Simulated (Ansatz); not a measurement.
# Li wire along [111], 4 atoms a period: bands by functional and under strain

Wanted: the relaxed geometry and the bands of the Li wire along [111], 4 atoms a period.

Calculated with Ansatz 0.2.0; DFT PBE, plane waves, PAW; relaxation of a wire's period, in the first sound run; inputs show where later runs differ.

**1. Starting point**

The cell holds 4 atoms: 4 Li. Cell: a = 11.665 Å, b = 9.609 Å, c = 2.979 Å, α = 90.0°, β = 90.0°, γ = 90.0°. Vacuum lies along a and b. The structure's axis is c.

Coordinates:

```cif
data_structure
_symmetry_space_group_name_H-M 'P 1'
_symmetry_Int_Tables_number 1
_cell_length_a 11.6650
_cell_length_b 9.6090
_cell_length_c 2.9791
_cell_angle_alpha 90.000
_cell_angle_beta 90.000
_cell_angle_gamma 90.000
_cell_volume 333.93
loop_
_atom_site_label
_atom_site_type_symbol
_atom_site_fract_x
_atom_site_fract_y
_atom_site_fract_z
_atom_site_occupancy
Li1 Li 0.29147 0.49999 0.00000 1
Li2 Li 0.70852 0.49999 0.00000 1
Li3 Li 0.50000 0.35383 0.33333 1
Li4 Li 0.50000 0.64614 0.66667 1
```

**2. Relaxation of atoms and period**

Band widths follow the bond lengths, so the wire is relaxed first. The atoms and the third cell vector are free; the box across stays fixed as vacuum. A Fermi-Dirac smearing is set since the result may be a metal. The pressure printed is a third of the stress's trace over the whole box, vacuum included; only the stress along the axis is relaxed.

input.yaml reads:

```yaml
crystal:
  lattice:
    - [11.665, 0.0, 0.0]
    - [0.0, 9.609, 0.0]
    - [0.0, 0.0, 2.979127389]
  atoms:
    - { symbol: Li, position: [0.29147021, 0.4999869, 0.0] }
    - { symbol: Li, position: [0.708520759, 0.4999869, 0.0] }
    - { symbol: Li, position: [0.499995485, 0.353834946, 0.333333333] }
    - { symbol: Li, position: [0.499995485, 0.646138853, 0.666666667] }
kpoints:
  mp_grid: { grid: [1, 1, 27] }
scf:
  occupations: { method: fermi_dirac, width: 0.05 }
hamiltonian:
  xc: pbe
relax:
  cell: { fix: [a, b, alpha, beta, gamma] }
  max_steps: 60
```

Command:

```bash
> ansatz run input.yaml --threads 8 --pin off --max-ram 16384MiB --backend cpu --events-out ev --progress --plain --runs-dir out
```

Numbers of over 12 decimals in the logs are rounded to 6 here.

The program printed:

```text
Engine: ansatz 0.2.0, x86_64-unknown-linux-gnu
Pseudopotentials: kind: paw
Pseudopotential: Li, paw, valence charge 3, recommended cutoff 420 eV (normal), Li.paw.azcp
Functional definition: PBE
  parameter kappa = 0.804
  parameter beta = 0.066725
  exchange = pbe_x(kappa = kappa, mu = beta*pi^2/3)
  correlation = pbe_c(beta = beta)
Crystal: 4 atoms, lattice volume = 333.927 Å³
Basis set: ecut = 420 eV, 6463 PW (Γ), exchange–correlation on 160×144×40 points (8 copies of the dense FFT grid, shifted against one another)
Bands: 10, of which v1, the nominal top of the filled ones, is band 6 counted from 1 (5 counted from 0)
Symmetry: 4 space group operations
Space group: P2/m (ITA 10), of the structure as read, at distance tolerance 6.9e-5 Å
k-points: 14 of 27
Non-local potential: Li, projectors of the file, l = 0: 3, l = 1: 2, l = 2: 1
PAW form: soft (Blöchl's): semilocal exchange-correlation on the pseudo side does not see the compensation charge
PAW one-centre angular grid: Li, 110 points (default); XC on 64 Gauss nodes
Initial density: superposition of atomic densities (neutral atoms: chi_scale 0, normalization atom), corrected by the library's trained network
Initial wavefunctions: pseudopotential atomic-orbital guess
Functional: x = pbe(κ = 0.804, μ = 0.219515), c = pbe(β = 0.066725)
SCF iter   1: F=—  HF=-816.646215 eV  |F-HF|=—  |Δ(HF+E_count)|=         —  Δρ=6.44e-4  dr2=8.46e-3  ethr=1.77e-3  ⟨swp⟩=6.5  Hψ=1054  notcnv=0
preconditioner: auto → LDOS  [metal: Δε(μ)=0.059 eV  Ē_g=2.482 eV  σ=0.050 eV  W_gap=0.28  n_scr=20 (ndim 8)  ℏωp=4.1 eV  f_vac=0.439  D(μ)=3.23/eV (n_scr^D=16)  β→1.0]
SCF iter   2: F=—  HF=-816.648582 eV  |F-HF|=—  |Δ(HF+E_count)|=   2.37e-3  Δρ=1.95e-4  dr2=7.01e-4  ethr=7.05e-5  ⟨swp⟩=2.1  Hψ=309  notcnv=0
SCF iter   3: F=—  HF=-816.648944 eV  |F-HF|=—  |Δ(HF+E_count)|=   3.62e-4  Δρ=7.33e-5  dr2=1.30e-4  ethr=5.84e-6  ⟨swp⟩=2.0  Hψ=216  notcnv=0
SCF iter   4: F=—  HF=-816.649171 eV  |F-HF|=—  |Δ(HF+E_count)|=   2.27e-4  Δρ=3.36e-5  dr2=4.73e-5  ethr=1.08e-6  ⟨swp⟩=2.0  Hψ=192  notcnv=0
SCF iter   5: F=—  HF=-816.649211 eV  |F-HF|=—  |Δ(HF+E_count)|=   3.99e-5  Δρ=1.40e-5  dr2=2.99e-6  ethr=3.95e-7  ⟨swp⟩=2.1  Hψ=180  notcnv=0
SCF iter   6: F=—  HF=-816.649217 eV  |F-HF|=—  |Δ(HF+E_count)|=   5.67e-6  Δρ=3.36e-6  dr2=1.16e-7  ethr=2.50e-8  ⟨swp⟩=1.9  Hψ=174  notcnv=0
SCF iter   7: F=-816.649217 eV  HF=-816.649217 eV  |F-HF|=6.30e-8  |Δ(HF+E_count)|=   2.40e-7  Δρ=1.14e-6  dr2=2.00e-8  ethr=8.33e-10  ⟨swp⟩=3.9  Hψ=399  notcnv=0
SCF 1 converged in 7 iterations: F = -816.649217 eV  dr2 = 2.00e-8
  greatest PAW one-centre occupation: 1.000 electrons in one spin orbital (limit 2), on the Li atom at site 1 (counted from 0), in its partial waves of l = 0
relax step   1: F+E_penalty+E_count = -816.64921684 eV  Δ(F+E_penalty+E_count) = +0.000e0 eV  max|allowed force component| = 2.352e-1 eV/Å  Δτ_max = 0.0000 Å  P = -0.112 GPa  Ω = 333.927 Å³  fix = [a, b, alpha, beta, gamma]  reactions: a -0.335, b -0.161 GPa; alpha +0.076 GPa/rad  (7 SCF iters, dr2 threshold 1.00e-7 eV, accepted)
Crystal: 4 atoms, lattice volume = 337.022 Å³
Basis set: ecut = 420 eV, 6521 PW (Γ), exchange–correlation on 160×144×40 points (8 copies of the dense FFT grid, shifted against one another)
Initial density: handed on by an earlier stage of this run
Initial wavefunctions: those handed on with the density
iter 1 solved again at ethr=1.55e-3 eV; its pass at ethr=3.10e-3 eV (dr2=1.86e-1 eV) is discarded
SCF iter   1: F=—  HF=-816.739568 eV  |F-HF|=—  |Δ(HF+E_count)|=         —  Δρ=2.51e-3  dr2=1.88e-1  ethr=1.55e-3  ⟨swp⟩=1.0  Hψ=1184  notcnv=0
preconditioner: auto → LDOS  [insulator: Δε(μ)=0.140 eV  Ē_g=2.652 eV  σ=0.050 eV  W_gap=0.58  n_scr=20 (ndim 8)  ℏωp=4.0 eV  f_vac=0.475  D(μ)=2.41/eV (n_scr^D=10)  ε∞_Penn≈3.3  β→1.0]
SCF iter   2: F=—  HF=-816.705393 eV  |F-HF|=—  |Δ(HF+E_count)|=   3.42e-2  Δρ=1.16e-3  dr2=2.07e-2  ethr=1.55e-3  ⟨swp⟩=2.0  Hψ=211  notcnv=0
SCF iter   3: F=—  HF=-816.709235 eV  |F-HF|=—  |Δ(HF+E_count)|=   3.84e-3  Δρ=1.95e-4  dr2=7.89e-4  ethr=1.73e-4  ⟨swp⟩=2.1  Hψ=211  notcnv=0
SCF iter   4: F=—  HF=-816.709300 eV  |F-HF|=—  |Δ(HF+E_count)|=   6.51e-5  Δρ=4.44e-5  dr2=1.87e-5  ethr=6.57e-6  ⟨swp⟩=1.9  Hψ=165  notcnv=0
SCF iter   5: F=—  HF=-816.709326 eV  |F-HF|=—  |Δ(HF+E_count)|=   2.57e-5  Δρ=1.55e-5  dr2=3.70e-6  ethr=1.56e-7  ⟨swp⟩=2.0  Hψ=175  notcnv=0
SCF iter   6: F=—  HF=-816.709334 eV  |F-HF|=—  |Δ(HF+E_count)|=   7.88e-6  Δρ=4.72e-6  dr2=6.05e-7  ethr=3.09e-8  ⟨swp⟩=2.1  Hψ=175  notcnv=0
SCF iter   7: F=-816.709334 eV  HF=-816.709334 eV  |F-HF|=3.01e-8  |Δ(HF+E_count)|=   7.38e-7  Δρ=1.22e-6  dr2=1.99e-8  ethr=3.33e-9  ⟨swp⟩=3.9  Hψ=391  notcnv=0
SCF 2 converged in 7 iterations: F = -816.709334 eV  dr2 = 1.99e-8
relax step   2: F+E_penalty+E_count = -816.70933447 eV  Δ(F+E_penalty+E_count) = -6.012e-2 eV  max|allowed force component| = 4.535e-2 eV/Å  Δτ_max = 0.1519 Å  P = +0.090 GPa  Ω = 337.022 Å³  energy of the carried Pulay correction = -4.738e-6 eV  fix = [a, b, alpha, beta, gamma]  reactions: a -0.035, b +0.155 GPa; alpha +0.054 GPa/rad  (7 SCF iters, dr2 threshold 4.00e-7 eV, accepted)
Crystal: 4 atoms, lattice volume = 339.752 Å³
Basis set: ecut = 420 eV, 6549 PW (Γ), exchange–correlation on 160×144×40 points (8 copies of the dense FFT grid, shifted against one another)
iter 1 solved again at ethr=3.20e-4 eV; its pass at ethr=3.10e-3 eV (dr2=3.84e-2 eV) is discarded
SCF iter   1: F=—  HF=-816.736867 eV  |F-HF|=—  |Δ(HF+E_count)|=         —  Δρ=1.29e-3  dr2=4.07e-2  ethr=3.20e-4  ⟨swp⟩=1.0  Hψ=1179  notcnv=0
preconditioner: auto → LDOS  [metal: Δε(μ)=0.113 eV  Ē_g=2.578 eV  σ=0.050 eV  W_gap=0.47  n_scr=20 (ndim 8)  ℏωp=4.0 eV  f_vac=0.486  D(μ)=2.17/eV (n_scr^D=8)  β→1.0]
SCF iter   2: F=—  HF=-816.729805 eV  |F-HF|=—  |Δ(HF+E_count)|=   7.06e-3  Δρ=4.56e-4  dr2=2.24e-3  ethr=3.20e-4  ⟨swp⟩=2.1  Hψ=209  notcnv=0
SCF iter   3: F=—  HF=-816.730520 eV  |F-HF|=—  |Δ(HF+E_count)|=   7.15e-4  Δρ=1.14e-4  dr2=2.78e-4  ethr=1.87e-5  ⟨swp⟩=2.0  Hψ=224  notcnv=0
SCF iter   4: F=—  HF=-816.730524 eV  |F-HF|=—  |Δ(HF+E_count)|=   3.93e-6  Δρ=2.90e-5  dr2=8.01e-6  ethr=2.32e-6  ⟨swp⟩=1.7  Hψ=156  notcnv=0
SCF iter   5: F=—  HF=-816.730533 eV  |F-HF|=—  |Δ(HF+E_count)|=   9.51e-6  Δρ=5.85e-6  dr2=3.67e-7  ethr=6.68e-8  ⟨swp⟩=2.0  Hψ=175  notcnv=0
SCF iter   6: F=-816.730533 eV  HF=-816.730533 eV  |F-HF|=1.75e-8  |Δ(HF+E_count)|=   2.65e-7  Δρ=1.68e-6  dr2=2.82e-8  ethr=1.07e-9  ⟨swp⟩=4.1  Hψ=408  notcnv=0
SCF 3 converged in 6 iterations: F = -816.730533 eV  dr2 = 2.82e-8
relax step   3: F+E_penalty+E_count = -816.73053348 eV  Δ(F+E_penalty+E_count) = -2.120e-2 eV  max|allowed force component| = 5.386e-2 eV/Å  Δτ_max = 0.1177 Å  P = +0.155 GPa  Ω = 339.752 Å³  energy of the carried Pulay correction = -8.881e-6 eV  fix = [a, b, alpha, beta, gamma]  reactions: a +0.083, b +0.187 GPa; alpha +0.065 GPa/rad  (6 SCF iters, dr2 threshold 1.29e-7 eV, accepted)
[...]
relax step   4: F+E_penalty+E_count = -816.75681753 eV  Δ(F+E_penalty+E_count) = -2.628e-2 eV  max|allowed force component| = 3.206e-2 eV/Å  Δτ_max = 0.1959 Å  P = +0.152 GPa  Ω = 344.571 Å³  energy of the carried Pulay correction = -1.611e-5 eV  fix = [a, b, alpha, beta, gamma]  reactions: a +0.129, b +0.170 GPa; alpha +0.040 GPa/rad  (6 SCF iters, dr2 threshold 1.81e-7 eV, accepted)
[...]
relax step   5: F+E_penalty+E_count = -816.76413010 eV  Δ(F+E_penalty+E_count) = -7.313e-3 eV  max|allowed force component| = 2.509e-3 eV/Å  Δτ_max = 0.1122 Å  P = +0.079 GPa  Ω = 351.336 Å³  energy of the carried Pulay correction = -2.610e-5 eV  fix = [a, b, alpha, beta, gamma]  reactions: a +0.104, b +0.141 GPa; alpha +0.001 GPa/rad  (6 SCF iters, dr2 threshold 6.42e-8 eV, accepted)
Basis set: ecut = 420 eV, 6861 PW (Γ), exchange–correlation on 160×144×48 points (8 copies of the dense FFT grid, shifted against one another)
Initial wavefunctions: pseudopotential atomic-orbital guess (no wavefunctions were taken with the density)
iter 1 solved again at ethr=1.38e-6 eV; its pass at ethr=3.10e-3 eV (dr2=1.66e-4 eV) is discarded
SCF iter   1: F=—  HF=-816.761641 eV  |F-HF|=—  |Δ(HF+E_count)|=         —  Δρ=8.93e-5  dr2=1.74e-6  ethr=1.38e-6  ⟨swp⟩=2.9  Hψ=1349  notcnv=0
preconditioner: auto → LDOS  [metal: Δε(μ)=0.143 eV  Ē_g=2.483 eV  σ=0.050 eV  W_gap=0.49  n_scr=20 (ndim 8)  ℏωp=4.0 eV  f_vac=0.494  D(μ)=1.82/eV (n_scr^D=8)  β→1.0]
SCF iter   2: F=—  HF=-816.764147 eV  |F-HF|=—  |Δ(HF+E_count)|=   2.51e-3  Δρ=4.87e-6  dr2=8.39e-7  ethr=1.45e-8  ⟨swp⟩=3.0  Hψ=309  notcnv=0
SCF iter   3: F=—  HF=-816.764129 eV  |F-HF|=—  |Δ(HF+E_count)|=   1.75e-5  Δρ=5.81e-6  dr2=1.66e-7  ethr=6.99e-9  ⟨swp⟩=2.0  Hψ=174  notcnv=0
SCF iter   4: F=—  HF=-816.764146 eV  |F-HF|=—  |Δ(HF+E_count)|=   1.70e-5  Δρ=1.01e-6  dr2=7.35e-9  ethr=1.38e-9  ⟨swp⟩=2.0  Hψ=177  notcnv=0
SCF iter   5: F=—  HF=-816.764147 eV  |F-HF|=—  |Δ(HF+E_count)|=   2.61e-7  Δρ=2.05e-7  dr2=3.39e-10  ethr=6.12e-11  ⟨swp⟩=2.0  Hψ=177  notcnv=0
SCF iter   6: F=—  HF=-816.764147 eV  |F-HF|=—  |Δ(HF+E_count)|=   3.28e-9  Δρ=5.27e-8  dr2=5.18e-11  ethr=2.82e-12  ⟨swp⟩=2.0  Hψ=177  notcnv=0
SCF iter   7: F=-816.764147 eV  HF=-816.764147 eV  |F-HF|=6.82e-13  |Δ(HF+E_count)|=  1.43e-11  Δρ=1.15e-8  dr2=2.49e-12  ethr=1.00e-12  ⟨swp⟩=4.0  Hψ=381  notcnv=0
SCF 6 converged in 7 iterations: F = -816.764147 eV  dr2 = 2.49e-12
relax step   6: F+E_penalty+E_count = -816.76414674 eV  Δ(F+E_penalty+E_count) = -1.664e-5 eV  max|allowed force component| = 2.505e-3 eV/Å  Δτ_max = 0.0000 Å  P = +0.079 GPa  Ω = 351.336 Å³  fix = [a, b, alpha, beta, gamma]  reactions: a +0.104, b +0.141 GPa; alpha +0.001 GPa/rad  stress off target by 7.71e-3 GPa on what of the cell is left free  SCF on the basis re-selected at this cell (its energy is not comparable with the rows above)  (7 SCF iters)
basis re-selected at this cell: Δ(F+E_penalty+E_count) = -1.664e-5 eV, ΔP = -0.000 GPa vs the last step (what re-selecting the basis moved, of the pressure what is left beyond the Pulay correction that the steps carried, after the strain that the cell walked since its last selection, with what the two solves' SCF thresholds leave and, on support functions, any second-order correction that the steps lacked; it is no measure of the basis error at this ecutwfc). The dense FFT grid was sized anew with the basis: this SCF ran on 80×72×24 points, the steps before it on 80×72×20, so part of this shift can come from that change (see relax.cell in the input reference). [rest of the remark cut]
SCF converged after 7 iterations
Free energy (F): -816.764147 eV
Harris-Foulkes:  -816.764147 eV  (|F-HF|=6.82e-13)
Internal energy: -816.748460 eV  (E = F + TS)
E sigma→0 (E₀):  -816.756304 eV
Entropy (-TS):   -0.015686 eV (-3.922 meV/atom)
Fermi energy:    -1.761856 eV
--- Per-component energies (eV) ---
  E_band       = -403.526548
  E_kinetic    = 83.045431
  E_local      = -1109.377185  (includes V_loc(G=0)·N_el)
  E_nonlocal   = -133.030324
  E_hartree    = 427.628354
  E_xc         = -38.188125
  E_vxc        = -49.077126  (∫ρ·V_xc dr)
  E_paw        = -83.953322  (= ΣΔE_a)
  E_vpaw       = -50.344068  (= ΣTr[D̂ρ^β])
  E_aug_tail   = 0.000053  (compensation charges beyond the density's cutoff)
  E_ewald      = 37.126657
  E_smearing   = -0.015686  (= −TS)
  E_closure    = 0.000000  (closes the sum)
  Σ components = -816.764147   (vs F -816.764147, Δ=0.00e0)
--- Forces (eV/Å), atoms counted from 1 ---
  atom   1  Li    -0.00250535     0.00000000    -0.00000000
  atom   2  Li     0.00250535     0.00000000     0.00000000
  atom   3  Li    -0.00000000    -0.00084710     0.00083850
  atom   4  Li     0.00000000     0.00084710    -0.00083850
  max |Σ_I F_I| component: 0.00e0 eV/Å
--- Stress (GPa, compression-positive) ---
        0.103689      -0.000000       0.000000
       -0.000000       0.140946      -0.001038
        0.000000      -0.001038      -0.007715
  P = ⅓ Tr σ = 0.0790 GPa (0.790 kbar)
--- Relaxed structure (5 steps of the walk, 5 accepted, 1 SCFs on fresh bases) ---
  F+E_penalty+E_count = -816.76414674 eV   max|allowed force component| = 2.505e-3 eV/Å   (the final SCF, on the basis selected at the relaxed cell)
  cell:  # Å, volume = 351.3363 Å³
    - [11.665, 0.0, 0.0]
    - [0.0, 9.609, 0]
    - [0.0, 0, 3.134441]
  atoms:
    - { symbol: Li, position: [0.318376, 0.49998689975, -1.1645849602685839e-18] }
    - { symbol: Li, position: [0.681624, 0.49998689975, -1.1645849602685839e-18] }
    - { symbol: Li, position: [0.5, 0.356914, 0.499131] }
    - { symbol: Li, position: [0.5, 0.643059, 0.500869] }
```

Wall time 1.6 s (8 threads of AMD EPYC 9R45, shared host); peak memory 0.7 GiB.

The steps of the relaxation:

| step | energy less that of the first step (eV) | largest force component (eV/Å) | pressure (GPa) | volume (Å³) |
| --- | --- | --- | --- | --- |
| 1 | 0.0000 | 0.2352 | -0.11 | 333.93 |
| 2 | -0.0601 | 0.0454 | 0.09 | 337.02 |
| 3 | -0.0813 | 0.0539 | 0.15 | 339.75 |
| 4 | -0.1076 | 0.0321 | 0.15 | 344.57 |
| 5 | -0.1149 | 0.0025 | 0.08 | 351.34 |
| 6* | -0.1149 | 0.0025 | 0.08 | 351.34 |

Relaxation steps marked * repeat the geometry before them on a plane-wave basis chosen anew for their cell, so energy and pressure can jump there.

The run keeps the 4 symmetry operations that it works with, so distortions that break them were not tested.

| cell as run | before | after | change |
| --- | --- | --- | --- |
| c (Å) | 2.979 | 3.134 | +5.2 % |

The atoms that moved most (Å, along periodic axes as changes of fractional coordinates times the final cell, across vacuum about the mean position):

| atom | dx | dy | dz | length |
| --- | --- | --- | --- | --- |
| Li3 | 0.000 | 0.030 | 0.520 | 0.521 |
| Li4 | 0.000 | -0.030 | -0.520 | 0.521 |
| Li1 | 0.314 | 0.000 | 0.000 | 0.314 |
| Li2 | -0.314 | 0.000 | 0.000 | 0.314 |

This step gave:

```
energy at zero smearing    : -816.7563 eV
cell length along the wire : 3.134 Å
```

The cell's length comes to 3.134 Å with spin left out.

(Continued in part 2 of 4.)

[Logs are printed without paths, hosts, clocks, repeated set-up lines and the standing remarks that a program may print on its own settings, such as how far it seeks lower states.]

[Hosts, paths, dates, database ids (printed as entryN), source tags and the programs' standing remarks are cut or masked in the printed files.]
